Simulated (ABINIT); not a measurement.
An input for ABINIT 10.8.3 (SrMg2Bi2 (P-3m1)):

```
acell 3*1.0 Angstrom
rprim 
  4.829713290037 -0.000000000009 0.000000000000
  -2.414856645011 4.182654402172 0.000000000000
  0.000000000000 0.000000000000 7.982888130000
ntypat 3
znucl 38 12 83
natom 5
typat 1 2 2 3 3
xred 
  0.000000000000 0.000000000000 0.000000000000
  0.666666666667 0.333333333333 0.375044160000
  0.333333333333 0.666666666667 0.624955840000
  0.666666666667 0.333333333333 0.746734860000
  0.333333333333 0.666666666667 0.253265140000
pp_dirpath "pseudos"
pseudos "Sr.upf, Mg.upf, Bi.upf"
ecut 38
ngkpt 6 6 4
nshiftk 1
shiftk 0 0 0
kptopt 1
chksymbreak 0
nband 44
occopt 1
tolvrs 1e-10
nstep 60
prtwf 0
optforces 0
optstress 0
indata_prefix "in"
outdata_prefix "out"
tmpdata_prefix "tmp"
```

```sh
OMP_NUM_THREADS=1 mpirun -n 8 abinit run.abi > log
```

Question: Estimate wall time and host memory on 8 MPI ranks of Arm Neoverse V1, shared host.

It took 93 s; on shared hardware allow 46 s to 3.1 min. Peak host memory was 1.1 GiB.

[Paths, hosts, dates, memory and timing lines, banners, echoed tables and standing remarks are left out of the program output.]

[Logs are printed without paths, hosts, clocks, repeated set-up lines and the standing remarks that a program may print on its own settings, such as how far it seeks lower states.]

[Runs of the session that timed out or met a known fault of the program may be left out.]

[Hosts, paths, dates, database ids (printed as entryN), source tags and the programs' standing remarks are cut or masked in the printed files.]

[G0W0 gaps are taken among the corrected bands and points alone; a level outside them can change the order at an edge.]

[Where Ansatz stands beside ABINIT at settings called matched, ABINIT's density can come from a denser mesh and the files from another edition; pairs whose starting gaps differed by over 0.03 eV were left out, so agreement reads better than it is.]
